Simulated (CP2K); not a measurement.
The C K edge of protonated formaldehyde was computed by TDDFT (CP2K XAS_TDP, aug-cc-pVTZ, TDA) at these levels: PBE0, PBEh(45%) and PBEh(45%) + GW2X. The first three lines of C1 (bonded to O and 2 H) with a strength over 0.0015, energy in eV and strength:

```tsv
run	first	second	third
1	287.20 (0.086)	295.34 (0.020)	296.73 (0.009)
2	275.80 (0.074)	282.14 (0.010)	283.79 (0.003)
3	280.42 (0.088)	288.56 (0.021)	289.95 (0.009)
```

Q: Which run is which?

Run 1: PBEh(45%) + GW2X (45 % exact exchange). Run 2: PBE0 (25 % exact exchange). Run 3: PBEh(45%) (45 % exact exchange). Self-interaction lifts the core level, so the uncorrected lines rise with the share of exact exchange. The GW2X run keeps the spacings of its parent: 8.14 eV between the first two lines in run 1, 8.14 eV in run 3. Its shift is +6.78 eV, since the Kohn–Sham level at this share of exchange lies that far above the quasiparticle level.

[Banner, clock and machine lines of the logs are left out without a mark of their own.]

[Logs are printed without paths, hosts, clocks, repeated set-up lines and the standing remarks that a program may print on its own settings, such as how far it seeks lower states.]

[Hosts, paths, dates, database ids (printed as entryN), source tags and the programs' standing remarks are cut or masked in the printed files.]
